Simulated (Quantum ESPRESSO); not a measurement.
# Work-function anisotropy of Al, part 5 of 6

Wanted: work functions of Al face by face, under two functionals.

Quantum ESPRESSO 7.5; plane-wave DFT, PBE, PseudoDojo norm-conserving pseudopotentials.

So far. Step 7 (Relaxation with pw.x of (100), PBE): The relaxation lowers the energy by 4 meV an atom. On the free atoms the largest force ends at 0.007 eV/Å. Step 11 (Electrostatic potential of (100)): On (100) the work function under LDA lies +0.14 eV from PBE's.

## Step 12: Relaxation with pw.x of (110), PBE

Level of this step: plane-wave DFT, PBE, GBRV ultrasoft pseudopotentials (Quantum ESPRESSO 7.5).

System of this step: Al(110), 7 layers. The cell holds 7 atoms: 7 Al. Its edges and angles: a = 4.050 Å, b = 2.864 Å, c = 24.591 Å, α = 90.0°, β = 90.0°, γ = 90.0°. It derives from Al. Vacuum lies along c.

Contents of 110.relax.in:

```
&control
  prefix = '110.relax'
  outdir = './out'
  pseudo_dir = './pseudo'
  nstep = 40
  forc_conv_thr = 0.001
  calculation = 'relax'
/
&system
  ibrav = 0
  nat = 7
  ntyp = 1
  ecutwfc = 40
  ecutrho = 200
  occupations = 'smearing'
  smearing = 'mv'
  degauss = 0.02
/
&electrons
  conv_thr = 1e-07
  mixing_beta = 0.4
  electron_maxstep = 120
  mixing_mode = 'local-TF'
/
&ions
/
ATOMIC_SPECIES
  Al  26.9815  al_pbe_v1.uspp.F.UPF
CELL_PARAMETERS angstrom
  4.05000000000000 0.00000000000000 0.00000000000000
  0.00000000000000 2.86378246380552 0.00000000000000
  0.00000000000000 0.00000000000000 24.59134739141656
ATOMIC_POSITIONS crystal
  Al  0.000000000000 0.000000000000 0.325317676688
  Al  0.500000000000 0.500000000000 0.383545117792
  Al  0.000000000000 0.000000000000 0.441772558896 0 0 0
  Al  0.500000000000 0.500000000000 0.500000000000 0 0 0
  Al  0.000000000000 0.000000000000 0.558227441104 0 0 0
  Al  0.500000000000 0.500000000000 0.616454882208
  Al  0.000000000000 0.000000000000 0.674682323312
K_POINTS automatic
  8 10 1 0 0 0
```

Command:

```
> OMP_NUM_THREADS=1 mpirun -n 4 pw.x -nk 4 -in 110.relax.in > 110.relax.out
```

What it wrote:

```text
[banner, memory and clock lines left out]
Program PWSCF v.7.5 starts

          URL

     Message from routine setup:
     using ibrav=0 with symmetry is DISCOURAGED, use correct ibrav instead

     G-vector sticks info

     bravais-lattice index     =            0
     lattice parameter (alat)  =       7.6534  a.u.
     unit-cell volume          =    1924.7484 (a.u.)^3
     number of atoms/cell      =            7
     number of atomic types    =            1
     number of electrons       =        21.00
     number of Kohn-Sham states=           15
     kinetic-energy cutoff     =      40.0000  Ry
     charge density cutoff     =     200.0000  Ry
     scf convergence threshold =      1.0E-07
     mixing beta               =       0.4000
     number of iterations used =            8  local-TF  mixing
     energy convergence thresh.=      1.0E-04
     force convergence thresh. =      1.0E-03
     Exchange-correlation= SLA  PW   PBE  PBE
                           (   1   4   3   4   0   0   0)
     nstep                     =           40

     celldm(1)=   7.653391  celldm(2)=   0.000000  celldm(3)=   0.000000
     celldm(4)=   0.000000  celldm(5)=   0.000000  celldm(6)=   0.000000

     crystal axes: (cart. coord. in units of alat)
               a(1) = (   1.000000   0.000000   0.000000 )
               a(2) = (   0.000000   0.707107   0.000000 )
               a(3) = (   0.000000   0.000000   6.071938 )

     reciprocal axes: (cart. coord. in units 2 pi/alat)
               b(1) = (  1.000000  0.000000  0.000000 )
               b(2) = (  0.000000  1.414214  0.000000 )
               b(3) = (  0.000000  0.000000  0.164692 )

     PseudoPot. # 1 for Al read from file:
     ./pseudo/al_pbe_v1.uspp.F.UPF
     Pseudo is Ultrasoft + core correction, Zval =  3.0
     Generated by new atomic code, or converted to UPF format
     Using radial grid of  893 points,  3 beta functions with:
                l(1) =   0
                l(2) =   1
                l(3) =   2
     Q(r) pseudized with  8 coefficients,  rinner =    0.900   0.900   0.900
                                                       0.900   0.900

     atomic species   valence    mass     pseudopotential
     Al                3.00    26.98150     Al( 1.00)

      8 Sym. Ops., with inversion, found

   Cartesian axes

     site n.     atom                  positions (alat units)
         1        Al     tau(   1) = (   0.0000000   0.0000000   1.9753086  )
         2        Al     tau(   2) = (   0.5000000   0.3535534   2.3288620  )
         3        Al     tau(   3) = (   0.0000000   0.0000000   2.6824154  )
         4        Al     tau(   4) = (   0.5000000   0.3535534   3.0359688  )
         5        Al     tau(   5) = (   0.0000000   0.0000000   3.3895222  )
         6        Al     tau(   6) = (   0.5000000   0.3535534   3.7430756  )
         7        Al     tau(   7) = (   0.0000000   0.0000000   4.0966290  )

     number of k points=    30  Marzari-Vanderbilt smearing, width (Ry)=  0.0200
                       cart. coord. in units 2pi/alat
        k(    1) = (   0.0000000   0.0000000   0.0000000), wk =   0.0250000
        k(    2) = (   0.0000000   0.1414214   0.0000000), wk =   0.0500000
        k(    3) = (   0.0000000   0.2828427   0.0000000), wk =   0.0500000
        k(    4) = (   0.0000000   0.4242641   0.0000000), wk =   0.0500000
        k(    5) = (   0.0000000   0.5656854   0.0000000), wk =   0.0500000
        k(    6) = (   0.0000000  -0.7071068   0.0000000), wk =   0.0250000
        k(    7) = (   0.1250000   0.0000000   0.0000000), wk =   0.0500000
        k(    8) = (   0.1250000   0.1414214   0.0000000), wk =   0.1000000
        k(    9) = (   0.1250000   0.2828427   0.0000000), wk =   0.1000000
        k(   10) = (   0.1250000   0.4242641   0.0000000), wk =   0.1000000
        k(   11) = (   0.1250000   0.5656854   0.0000000), wk =   0.1000000
        k(   12) = (   0.1250000  -0.7071068   0.0000000), wk =   0.0500000
        k(   13) = (   0.2500000   0.0000000   0.0000000), wk =   0.0500000
        k(   14) = (   0.2500000   0.1414214   0.0000000), wk =   0.1000000
        k(   15) = (   0.2500000   0.2828427   0.0000000), wk =   0.1000000
        k(   16) = (   0.2500000   0.4242641   0.0000000), wk =   0.1000000
        k(   17) = (   0.2500000   0.5656854   0.0000000), wk =   0.1000000
        k(   18) = (   0.2500000  -0.7071068   0.0000000), wk =   0.0500000
        k(   19) = (   0.3750000   0.0000000   0.0000000), wk =   0.0500000
        k(   20) = (   0.3750000   0.1414214   0.0000000), wk =   0.1000000
        k(   21) = (   0.3750000   0.2828427   0.0000000), wk =   0.1000000
        k(   22) = (   0.3750000   0.4242641   0.0000000), wk =   0.1000000
        k(   23) = (   0.3750000   0.5656854   0.0000000), wk =   0.1000000
        k(   24) = (   0.3750000  -0.7071068   0.0000000), wk =   0.0500000
        k(   25) = (  -0.5000000   0.0000000   0.0000000), wk =   0.0250000
        k(   26) = (  -0.5000000   0.1414214   0.0000000), wk =   0.0500000
        k(   27) = (  -0.5000000   0.2828427   0.0000000), wk =   0.0500000
        k(   28) = (  -0.5000000   0.4242641   0.0000000), wk =   0.0500000
        k(   29) = (  -0.5000000   0.5656854   0.0000000), wk =   0.0500000
        k(   30) = (  -0.5000000  -0.7071068   0.0000000), wk =   0.0250000

     Dense  grid:    91823 G-vectors     FFT dimensions: (  36,  25, 216)

     Smooth grid:    65793 G-vectors     FFT dimensions: (  32,  24, 192)

     Initial potential from superposition of free atoms

     starting charge      20.9827, renormalised to      21.0000

     negative rho (up, down):  2.423E-04 0.000E+00
     Starting wfcs are   28 randomized atomic wfcs

     per-process dynamical memory:    71.0 Mb

     Self-consistent Calculation

     iteration #  1     ecut=    40.00 Ry     beta= 0.40
     Davidson diagonalization with overlap
     ethr =  1.00E-02,  avg # of iterations =  2.9

     negative rho (up, down):  5.980E-06 0.000E+00

     total energy              =     -46.87733373 Ry
     estimated scf accuracy    <       0.66538596 Ry

     iteration #  2     ecut=    40.00 Ry     beta= 0.40
     Davidson diagonalization with overlap
     ethr =  3.17E-03,  avg # of iterations =  1.1

     negative rho (up, down):  3.496E-04 0.000E+00

     total energy              =     -46.80653840 Ry
     estimated scf accuracy    <       0.39467418 Ry

     iteration #  3     ecut=    40.00 Ry     beta= 0.40
     Davidson diagonalization with overlap
     ethr =  1.88E-03,  avg # of iterations =  1.8

     total energy              =     -46.84317340 Ry
[...]
-9.2173  -8.3259  -6.8777  -4.7607  -2.5477  -1.1004  -0.3740  -0.2874
     0.2467   1.0463   1.1070   1.1684   2.0343   2.2380   2.6695

          k = 0.0000 0.4243 0.0000 (  8211 PWs)   bands (ev):

    -8.3219  -7.4354  -5.9958  -3.8922  -1.7346  -1.3614  -0.6518  -0.2641
     0.5462   0.7632   0.9889   1.2274   1.8761   2.1274   2.7264

          k = 0.0000 0.5657 0.0000 (  8179 PWs)   bands (ev):

    -7.0771  -6.1994  -4.7781  -3.5767  -2.8621  -2.5533  -1.4647  -0.2244
     0.8130   0.9053   1.7110   1.8852   2.3917   2.9772   3.0328

          k = 0.0000-0.7071 0.0000 (  8166 PWs)   bands (ev):

    -5.5412  -5.4418  -4.7324  -4.5167  -3.4339  -2.9871  -1.5127  -0.6324
     0.9191   1.4201   2.3547   2.4596   2.9815   3.1028   3.3190

          k = 0.1250 0.0000 0.0000 (  8277 PWs)   bands (ev):

    -9.7966  -8.9029  -7.4513  -5.3323  -3.2722  -3.0552  -2.3555  -0.9581
    -0.8972   1.2338   1.3029   1.3831   2.1734   3.4846   3.5868

          k = 0.1250 0.1414 0.0000 (  8263 PWs)   bands (ev):

    -9.6164  -8.7237  -7.2734  -5.1563  -3.1000  -2.8831  -2.1849  -0.7897
    -0.7327   1.4000   1.4646   1.5281   2.3350   3.6422   3.6927

          k = 0.1250 0.2828 0.0000 (  8257 PWs)   bands (ev):

    -9.0772  -8.1871  -6.7413  -4.6302  -2.5857  -2.3713  -1.6762  -0.2878
    -0.2650   1.1414   1.8845   1.9883   2.2216   2.2890   2.9269

          k = 0.1250 0.4243 0.0000 (  8201 PWs)   bands (ev):

    -8.1826  -7.2974  -5.8602  -3.7624  -1.7508  -1.5844  -1.1593  -0.9071
    -0.4025   0.5174   0.8528   1.1888   2.6244   2.8387   3.0335

          k = 0.1250 0.5657 0.0000 (  8192 PWs)   bands (ev):

    -6.9388  -6.0625  -4.6437  -3.4430  -2.7287  -2.4294  -1.3462  -0.4815
    -0.0794   0.3830   0.9398   1.7324   1.9627   2.8557   3.1156

          k = 0.1250-0.7071 0.0000 (  8164 PWs)   bands (ev):

    -5.4042  -5.3053  -4.5965  -4.3824  -3.3002  -2.8579  -1.3915  -0.5000
     0.9516   1.0755   1.0756   1.5816   1.7424   2.0359   2.9573

          k = 0.2500 0.0000 0.0000 (  8235 PWs)   bands (ev):

    -9.3755  -8.4861  -7.0432  -4.9634  -4.9474  -4.0260  -2.9159  -2.4339
    -0.9612   0.0305   1.3221   2.4673   3.7561   3.7797   4.4361

          k = 0.2500 0.1414 0.0000 (  8248 PWs)   bands (ev):

    -9.1958  -8.3073  -6.8658  -4.7878  -4.7728  -3.8524  -2.7423  -2.2643
    -0.7943   0.1961   1.4774   2.6171   3.8841   3.9094   4.5454

          k = 0.2500 0.2828 0.0000 (  8232 PWs)   bands (ev):

    -8.6579  -7.7722  -6.3351  -4.2631  -4.2505  -3.3338  -2.2270  -1.7571
    -0.3061   0.6740   1.5092   2.1826   2.6525   3.1247   4.1231

          k = 0.2500 0.4243 0.0000 (  8213 PWs)   bands (ev):

    -7.7655  -6.8849  -5.4566  -3.3969  -3.3866  -2.4815  -1.4039  -0.9636
    -0.7581  -0.1238   0.7544   1.5405   1.5781   2.8857   3.4069

          k = 0.2500 0.5657 0.0000 (  8187 PWs)   bands (ev):

    -6.5250  -5.6534  -4.2436  -3.0535  -2.3294  -2.1491  -2.1093  -1.2117
    -1.0102   0.1276   0.3140   1.2416   1.2883   1.7359   2.1145

          k = 0.2500-0.7071 0.0000 (  8182 PWs)   bands (ev):

    -4.9940  -4.8972  -4.1895  -3.9823  -2.9001  -2.4786  -1.0495  -0.6886
    -0.5616  -0.1560   0.1422   0.4309   1.2421   1.4843   1.7205

          k = 0.3750 0.0000 0.0000 (  8236 PWs)   bands (ev):

    -8.6770  -7.7980  -6.5149  -6.3019  -5.5865  -4.2360  -4.1313  -2.0953
    -2.0537   0.2319   0.3534   2.6600   2.9311   4.7188   5.2581

          k = 0.3750 0.1414 0.0000 (  8226 PWs)   bands (ev):

    -8.4981  -7.6200  -6.3384  -6.1254  -5.4111  -4.0607  -3.9570  -1.9251
    -1.8834   0.3948   0.5200   2.8012   3.0893   4.8197   5.0698

          k = 0.3750 0.2828 0.0000 (  8220 PWs)   bands (ev):

    -7.9625  -7.0872  -5.8101  -5.5975  -4.8862  -3.5373  -3.4367  -1.4184
    -1.3752   0.8586   1.0041   2.3027   3.2092   3.3712   3.6314

          k = 0.3750 0.4243 0.0000 (  8241 PWs)   bands (ev):

    -7.0739  -6.2039  -4.9341  -4.7237  -4.0170  -2.6764  -2.5800  -0.6090
    -0.5531  -0.1440   0.6236   1.7341   1.8792   2.0629   2.1994

          k = 0.3750 0.5657 0.0000 (  8202 PWs)   bands (ev):

    -5.8388  -4.9782  -3.7207  -3.5225  -2.8227  -2.3435  -1.6689  -1.4379
    -1.3313  -0.3397  -0.0888   0.4454   0.8563   0.8624   1.9706

          k = 0.3750-0.7071 0.0000 (  8186 PWs)   bands (ev):

    -4.3130  -4.2248  -3.5138  -3.3326  -2.2715  -2.1099  -2.0918  -1.7978
    -1.3767  -1.1572  -0.2926  -0.1210   0.5718   0.5816   1.9579

          k =-0.5000 0.0000 0.0000 (  8204 PWs)   bands (ev):

    -7.7789  -7.6233  -6.9961  -6.6401  -5.6450  -5.0988  -3.6112  -2.9195
    -1.6640  -0.3012   0.5559   2.3468   3.0106   4.6326   5.2883

          k =-0.5000 0.1414 0.0000 (  8246 PWs)   bands (ev):

    -7.6010  -7.4454  -6.8191  -6.4632  -5.4697  -4.9230  -3.4348  -2.7498
    -1.4944  -0.1328   0.7179   2.5071   3.1537   4.7301   5.3487

          k =-0.5000 0.2828 0.0000 (  8248 PWs)   bands (ev):

    -7.0686  -6.9131  -6.2895  -5.9341  -4.9450  -4.3981  -2.9087  -2.2421
    -0.9895   0.3640   1.1834   2.9192   3.0444   3.3293   3.7458

          k =-0.5000 0.4243 0.0000 (  8246 PWs)   bands (ev):

    -6.1850  -6.0304  -5.4109  -5.0579  -4.0754  -3.5333  -2.0449  -1.4071
    -0.1737   0.6939   0.7546   1.2417   1.3101   1.8207   2.2622

          k =-0.5000 0.5657 0.0000 (  8204 PWs)   bands (ev):

    -4.9567  -4.8058  -4.1901  -3.8482  -2.8699  -2.3624  -1.4968  -1.3277
    -0.8941  -0.7594  -0.6142   0.0889   0.2986   1.1627   1.3457

          k =-0.5000-0.7071 0.0000 (  8176 PWs)   bands (ev):

    -3.4648  -3.4133  -3.3141  -3.0507  -2.6887  -2.5843  -2.5624  -1.9965
    -1.3754  -1.3181  -1.2851  -0.1457   0.1365   1.2208   1.3696

     the Fermi energy is     0.8673 ev

!    total energy              =     -46.84695210 Ry
     estimated scf accuracy    <          6.0E-11 Ry
     smearing contrib. (-TS)   =      -0.00037329 Ry
     internal energy E=F+TS    =     -46.84657880 Ry

     The total energy is F=E-TS. E is the sum of the following terms:
     one-electron contribution =    -340.33951200 Ry
     hartree contribution      =     175.20783872 Ry
     xc contribution           =     -29.74388130 Ry
     ewald contribution        =     148.02897578 Ry

     convergence has been achieved in  13 iterations

     negative rho (up, down):  2.654E-04 0.000E+00

     Forces acting on atoms (cartesian axes, Ry/au):

     atom    1 type  1   force =     0.00000000    0.00000000   -0.00002031
     atom    2 type  1   force =     0.00000000    0.00000000   -0.00003000
     atom    3 type  1   force =     0.00000000    0.00000000   -0.00373229
     atom    4 type  1   force =     0.00000000    0.00000000    0.00000000
     atom    5 type  1   force =     0.00000000    0.00000000    0.00373229
     atom    6 type  1   force =     0.00000000    0.00000000    0.00003000
     atom    7 type  1   force =     0.00000000    0.00000000    0.00002031

     Total force =     0.000051     Total SCF correction =     0.000005
     Energy error            =      7.6E-07 Ry
     Gradient error          =      3.0E-05 Ry/Bohr

     bfgs converged in   8 scf cycles and   7 bfgs steps
     (criteria: energy <  1.0E-04 Ry, force <  1.0E-03 Ry/Bohr)

     End of BFGS Geometry Optimization

     Final energy             =     -46.8469520962 Ry

     File ./out/110.relax.bfgs deleted, as requested
Begin final coordinates

ATOMIC_POSITIONS (crystal)
Al               0.0000000000        0.0000000000        0.3284913770
Al               0.5000000000        0.5000000000        0.3803908544
Al               0.0000000000        0.0000000000        0.4417725589    0   0   0
Al               0.5000000000        0.5000000000        0.5000000000    0   0   0
Al               0.0000000000        0.0000000000        0.5582274411    0   0   0
Al               0.5000000000        0.5000000000        0.6196091456
Al               0.0000000000        0.0000000000        0.6715086230
End final coordinates

     XML data file, charge density, pseudopotentials, collected wavefunctions

                                        0.00s GPU  (    2164 calls)
```

Run time: 2.9 min. Hardware: 4 MPI ranks of Intel Xeon Platinum 8488C (Sapphire Rapids), shared host; peak memory 0.54 GiB; 11 min of CPU time.

The steps of the relaxation:

```csv
step,energy less that of the first step (eV),largest force (eV/Å)
1,0.0000,0.2960
2,-0.0068,0.2744
3,-0.0138,0.2503
4,-0.0231,0.2172
5,-0.0344,0.1639
6,-0.0449,0.0756
7,-0.0475,0.0056
8,-0.0475,0.0008
```

The atoms that moved most (Å):

```csv
atom,dx,dy,dz,length
Al7,0.000,0.000,-0.078,0.078
Al1,0.000,0.000,0.078,0.078
Al6,0.000,0.000,0.078,0.078
Al2,0.000,0.000,-0.078,0.078
```

The relaxation lowers the energy by 7 meV an atom. On the free atoms the largest force ends at 0.001 eV/Å.

This step gave:

| Item | Value |
| --- | --- |
| free energy | -637.3853 eV |
| Fermi energy | 0.8673 eV |

(Part 5 of 6 ends here.)

[Logs are printed without paths, hosts, clocks, repeated set-up lines and the standing remarks that a program may print on its own settings, such as how far it seeks lower states.]

[Hosts, paths, dates, database ids (printed as entryN), source tags and the programs' standing remarks are cut or masked in the printed files.]

[Maps of the electrostatic potential energy from Ansatz leave out the sawtooth potential of an applied field or a dipole correction, so their vacuum need not be flat; planar profiles and work functions include it.]
